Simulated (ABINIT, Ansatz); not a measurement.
# CaC2 (Immm): G0W0 with ABINIT, start to end, part 3 of 3

Wanted: ground state, empty states, screening and self-energy for CaC2 (Immm).

ABINIT 10.8.3; PBEsol and many-body steps on it, plane waves. Known limits of the many-body steps: not at the basis limit; coarse k mesh.

So far. Step 3 (Bands along the symmetry lines): The gap is 2.293 eV, −0.049 eV from the run before at this level. Step 4 (Empty states on the mesh, 4×4×4 mesh, 97 bands): On this mesh the gap is 2.291 eV.

## (5) Screening, 4×4×4 mesh, 41 bands, screening to 114.3 eV

The RPA dielectric matrix is built and inverted for each q.

This step: RPA screening on PBEsol, plane waves, norm-conserving pseudopotentials.

run.abi reads:

```
acell 3*1.0 Angstrom
rprim 
  -1.894876555000 2.443261230000 2.680131180000
  1.894876555000 -2.443261230000 2.680131180000
  1.894876555000 2.443261230000 -2.680131180000
ntypat 2
znucl 20 6
natom 3
typat 1 2 2
xred 
  0.000000000000 0.000000000000 0.000000000000
  0.371239070000 0.500000000000 0.871239070000
  0.628760930000 0.500000000000 0.128760930000
pp_dirpath "pseudos"
pseudos "Ca.upf, C.upf"
ecut 37
ngkpt 4 4 4
nshiftk 1
shiftk 0 0 0
kptopt 1
chksymbreak 0
istwfk *1
occopt 1
irdwfk 1
optdriver 3
nband 41
ecuteps 4.2
inclvkb 2
awtr 1
symchi 1
indata_prefix "in"
outdata_prefix "out"
tmpdata_prefix "tmp"
```

The run is started by

```
$ OMP_NUM_THREADS=1 mpirun -n 4 abinit run.abi > log
```

Numbers of over 12 decimals in the logs are rounded to 6 here.

The log of the run:

```text
.Version 10.8.3 of ABINIT. v10.8.2 released Aug 2026.

 Symmetries : space group Im m m (# 71); Bravais oI (body-center ortho.)
[... echo of the input left out ...]
== DATASET  1 ==================================================================
-   mpi_nproc: 4, omp_nthreads: 1 (-1 if OMP is not activated)

--- !DatasetInfo
iteration_state: {dtset: 1, }
dimensions: {natom: 3, nkpt: 18, mband: 41, nsppol: 1, nspinor: 1, nspden: 1, mpw: 3625, }
cutoff_energies: {ecut:  37.0, pawecutdg:  -1.0, }
electrons: {nelect:   1.80000000E+01, charge:   0.00000000E+00, occopt:   1.00000000E+00, tsmear:   1.00000000E-02, }

 SCREENING: Calculation of the susceptibility and dielectric matrices

 Based on a program developped by R.W. Godby, V. Olevano, G. Onida, and L. Reining.
 Incorporated in ABINIT by V. Olevano, G.-M. Rignanese, and M. Torrent.
.Using double precision arithmetic ; gwpc =  8

[... cell and pseudopotentials left out ...]
--------------------------------------------------------------------------------

 ==== K-mesh for the wavefunctions ====
 Number of points in the irreducible wedge :    18
[... list of points left out ...]
 Together with  8 symmetry operations and time-reversal symmetry
 yields    64 points in the full Brillouin Zone.

 ==== Q-mesh for the screening function ====
 Number of points in the irreducible wedge :    18
[... list of points left out ...]
 Together with  8 symmetry operations and time-reversal symmetry
 yields    64 points in the full Brillouin Zone.

 setmesh: FFT mesh size selected  =    45x   45x   45
          total number of points  =        91125

 vcoul_init : cutoff-mode = AUXILIARY_FUNCTION
 q-points for optical limit:   1
     1)      0.000010    0.000020    0.000030

- screening: taking advantage of time-reversal symmetry
- Maximum band index for partially occupied states nbvw = 9
- Remaining bands to be divided among processors   nbcw = 32
- Number of bands treated by each node ~8

 Number of electrons calculated from density =   18.0000; Expected =   18.0000
 average of density, n =  0.053741
 r_s =    1.6439
 omega_plasma =   22.3620 [eV]

 calculating chi0 at frequencies [eV] :
  1    0.000000E+00    0.000000E+00
  2    0.000000E+00    2.236197E+01

--------------------------------------------------------------------------------
  q-point number  1        q = ( 0.000000, 0.000000, 0.000000) [r.l.u.]
--------------------------------------------------------------------------------
[... chi0 elements left out ...]
 For q-point:  0.000010 0.000020 0.000030
  dielectric constant =   3.6183
  dielectric constant without local fields =   4.3421

  Average fulfillment of the sum rule on Im[epsilon] for q-point    1 :     48.06  [%]
[... wings left out ...]
  q-point number  2        q = ( 0.250000, 0.000000, 0.000000) [r.l.u.]
--------------------------------------------------------------------------------
[... chi0 elements left out ...]
  Average fulfillment of the sum rule on Im[epsilon] for q-point    2 :     68.01  [%]

 [... 16 further q-points ...]
```

Run time: 86 s. Hardware: 4 MPI ranks of Arm Neoverse V1, shared host; peak memory 2.1 GiB.

Numbers from this step:

- ε∞ with local fields, on this mesh, along the program's q direction: 3.618
- the same without local fields: 4.342
- plasma frequency: 22.36 eV
- plane waves in the screening matrix: 139

Local fields lower ε∞ by 17 %. On a Γ-centred mesh this coarse the value itself is usually too large, while a short band sum pulls it down.

## (6) Self-energy, 4×4×4 mesh, 41 bands, screening to 114.3 eV

The self-energy is evaluated for the states that the input lists, and the levels follow from it, in one-shot runs by the linearised quasiparticle equation.

This step: G0W0 on PBEsol, plane waves, norm-conserving pseudopotentials.

run.abi, as its differences from that of step 5:

```diff
@@ -24,8 +24,17 @@
 irdwfk 1
-optdriver 3
+optdriver 4
 nband 41
+gwcalctyp 0
+ecutsigx 37
+symsigma 1
+nkptgw 2
+kptgw 
+  0.2500000000 -0.2500000000 0.2500000000
+  0.0000000000 0.0000000000 0.0000000000
+bdgw 
+  8 11
+  8 11
 ecuteps 4.2
-inclvkb 2
-awtr 1
-symchi 1
+irdscr 1
+ppmodel 1
 indata_prefix "in"
```

The log of the run:

```text
.Version 10.8.3 of ABINIT. v10.8.2 released Aug 2026.

 Symmetries : space group Im m m (# 71); Bravais oI (body-center ortho.)
[... echo of the input left out ...]
== DATASET  1 ==================================================================
-   mpi_nproc: 4, omp_nthreads: 1 (-1 if OMP is not activated)

--- !DatasetInfo
iteration_state: {dtset: 1, }
dimensions: {natom: 3, nkpt: 18, mband: 41, nsppol: 1, nspinor: 1, nspden: 1, mpw: 3625, }
cutoff_energies: {ecut:  37.0, pawecutdg:  -1.0, }
electrons: {nelect:   1.80000000E+01, charge:   0.00000000E+00, occopt:   1.00000000E+00, tsmear:   1.00000000E-02, }

 SIGMA: Calculation of the GW corrections

 Based on a program developped by R.W. Godby, V. Olevano, G. Onida, and L. Reining.
 Incorporated in ABINIT by V. Olevano, G.-M. Rignanese, and M. Torrent.
.Using double precision arithmetic ; gwpc =  8

[... cell and pseudopotentials left out ...]
--------------------------------------------------------------------------------

 ==== K-mesh for the wavefunctions ====
 Number of points in the irreducible wedge :    18
[... list of points left out ...]
 Together with  8 symmetry operations and time-reversal symmetry
 yields    64 points in the full Brillouin Zone.

 ==== Q-mesh for screening function ====
 Number of points in the irreducible wedge :    18
[... list of points left out ...]
 Together with  8 symmetry operations and time-reversal symmetry
 yields    64 points in the full Brillouin Zone.

 vcoul_init : cutoff-mode = AUXILIARY_FUNCTION
 q-points for optical limit:   1
     1)      0.000010    0.000020    0.000030
 setmesh: FFT mesh size selected  =    72x   72x   72
          total number of points  =       373248

 Number of electrons calculated from density =   18.0000; Expected =   18.0000
 average of density, n =  0.053741
 r_s =    1.6439
 omega_plasma =   22.3620 [eV]

 === KS Band Gaps ===
  >>>> For spin  1
   Minimum direct gap =   2.6016 [eV], located at k-point      :   0.0000  0.0000  0.0000
   Fundamental gap    =   2.2910 [eV], Top of valence bands at :   0.2500 -0.2500  0.2500
                                       Bottom of conduction at :   0.0000  0.0000  0.0000
 SIGMA fundamental parameters:
 PLASMON POLE MODEL  1
 number of plane-waves for SigmaX                 3625
 number of plane-waves for SigmaC and W            139
 number of plane-waves for wavefunctions          3625
 number of bands                                    41
 number of independent spin polarizations            1
 number of spinorial components                      1
 number of k-points in IBZ                          18
 number of q-points in IBZ                          18
 number of symmetry operations                       8
 number of k-points in BZ                           64
 number of q-points in BZ                           64
 number of frequencies for dSigma/dE                 9
 frequency step for dSigma/dE [eV]                0.25
 number of omega for Sigma on real axis              0
 max omega for Sigma on real axis  [eV]           0.00
 zcut for avoiding poles [eV]                     0.10

 EPSILON^-1 parameters (SCR file):
 dimension of the eps^-1 matrix on file            139
 dimension of the eps^-1 matrix used               139
 number of plane-waves for wavefunctions          3625
 number of bands                                    41
 number of q-points in IBZ                          18
 number of frequencies                               2
 number of real frequencies                          1
 number of imag frequencies                          1

 matrix elements of self-energy operator (all in [eV])

 Perturbative Calculation

--- !SelfEnergy_ee
iteration_state: {dtset: 1, }
kpoint     : [   0.250,   -0.250,    0.250, ]
spin       : 1
KS_gap     :    4.080
QP_gap     :    6.353
Delta_QP_KS:    2.272
data: !SigmaeeData |
     Band     E0 <VxcDFT>   SigX SigC(E0)      Z dSigC/dE  Sig(E)    E-E0       E
        8   1.521 -13.476 -16.450   2.256   0.785  -0.275 -14.039  -0.564   0.957
        9   2.476 -14.677 -18.791   3.478   0.780  -0.283 -15.173  -0.496   1.980
       10   6.557 -12.439  -7.022  -3.223   0.809  -0.235 -10.663   1.776   8.333
       11   7.757 -12.430  -6.023  -3.859   0.820  -0.219 -10.340   2.090   9.847

--- !SelfEnergy_ee
iteration_state: {dtset: 1, }
kpoint     : [   0.000,    0.000,    0.000, ]
spin       : 1
KS_gap     :    2.602
QP_gap     :    4.774
Delta_QP_KS:    2.172
data: !SigmaeeData |
     Band     E0 <VxcDFT>   SigX SigC(E0)      Z dSigC/dE  Sig(E)    E-E0       E
        8   1.909 -13.995 -16.826   2.134   0.788  -0.269 -14.545  -0.550   1.359
        9   2.166 -13.899 -16.676   2.104   0.787  -0.271 -14.428  -0.529   1.637
       10   4.767 -11.381  -6.486  -2.888   0.819  -0.222  -9.738   1.643   6.410
       11   6.030 -13.053  -7.651  -2.948   0.813  -0.230 -11.057   1.996   8.026

== END DATASET(S) ==============================================================
================================================================================

 -outvars: echo values of variables after computation  --------
           etotal      0.0000000000E+00
            nband          41
             nkpt          18
          spgroup          71
 [... the other variables as echoed above ...]

 Calculation completed.
```

Wall time 13 s (4 MPI ranks); peak memory 1.9 GiB.

This step gave:

- G0W0 gap on the points computed: 4.43 eV
- starting gap on the mesh: 2.291 eV
- k of the valence top: 0.25, -0.25, 0.25
- k of the conduction bottom: 0, 0, 0
- Z at the valence top: 0.78
- Z at the conduction bottom: 0.819
- least direct G0W0 gap on the computed points: 4.773 eV

The gap on the mesh goes from 2.29 eV to 4.43 eV, a correction of +2.14 eV. The start differs from the 2.34 eV found before because the two sample other k points.

Limits: finite bands, cutoff and mesh; coarse k mesh. v1 is the top filled band, c1 the lowest empty one. Levels before and after the correction, in eV, zero at the valence-band top of each column:

```csv
,conduction bottom,valence top
Kohn-Sham,2.29,0.00
G0W0,4.43,0.00
```

```csv
,level,energy (eV)
Kohn-Sham,(0.25 -0.25 0.25) v2,-0.955
Kohn-Sham,(0.25 -0.25 0.25) v1,0.000
Kohn-Sham,(0.25 -0.25 0.25) c1,4.080
Kohn-Sham,(0.25 -0.25 0.25) c2,5.281
Kohn-Sham,Γ v2,-0.568
Kohn-Sham,Γ v1,-0.310
Kohn-Sham,Γ c1,2.291
Kohn-Sham,Γ c2,3.554
G0W0,(0.25 -0.25 0.25) v2,-1.023
G0W0,(0.25 -0.25 0.25) v1,0.000
G0W0,(0.25 -0.25 0.25) c1,6.353
G0W0,(0.25 -0.25 0.25) c2,7.867
G0W0,Γ v2,-0.621
G0W0,Γ v1,-0.343
G0W0,Γ c1,4.430
G0W0,Γ c2,6.046
```

## (7) Where the time went

Times are wall times on 4 MPI ranks of Arm Neoverse V1, shared host, good to a factor of about two.

```csv
step,time,share,memory (GiB)
ground state,29 s,13 %,0.34
bands along the symmetry lines,39 s,18 %,0.34
empty states on the mesh,49 s,23 %,0.36
screening,86 s,40 %,2.1
self-energy,13 s,6 %,1.9
```

## (8) Results

```json
{
  "PBEsol gap": "2.29 eV, indirect",
  "G0W0 gap on the mesh": "4.43 eV",
  "GW settings": "4×4×4 mesh, 41 bands, screening to 114.3 eV, Godby-Needs plasmon pole",
  "known limits": "not at the basis limit; coarse k mesh"
}
```

What this shows: G0W0 moves the gap on the mesh from 2.29 eV to 4.43 eV (+2.14 eV), with Z of 0.78 and 0.82 at the edges. Local fields lower the RPA ε∞ on this mesh from 4.34 to 3.62; a Γ-centred mesh this coarse tends to raise both, most where the direct gap is narrow, while a short band sum lowers them. Only 2 of the mesh's irreducible points were corrected, so a valley elsewhere could overtake. The dearest step here is «screening». Bands and cutoff are finite, so the gap is not at the basis limit. The miss can reach some tenths of an eV and take either sign; the mesh is an error of its own. In the G0W0 run levels were corrected at 2 k points alone, so a gap called «on the mesh» is the least over those, and an edge elsewhere would be missed. The 4×4×4 mesh is coarse for this cell, which bears on the long-range parts of exchange and screening.

[Paths, hosts, dates, memory and timing lines, banners, echoed tables and standing remarks are left out of the program output.]

[Logs are printed without paths, hosts, clocks, repeated set-up lines and the standing remarks that a program may print on its own settings, such as how far it seeks lower states.]

[Runs of the session that timed out or met a known fault of the program may be left out.]

[Hosts, paths, dates, database ids (printed as entryN), source tags and the programs' standing remarks are cut or masked in the printed files.]

[G0W0 gaps are taken among the corrected bands and points alone; a level outside them can change the order at an edge.]

[Where Ansatz stands beside ABINIT at settings called matched, ABINIT's density can come from a denser mesh and the files from another edition; pairs whose starting gaps differed by over 0.03 eV were left out, so agreement reads better than it is.]
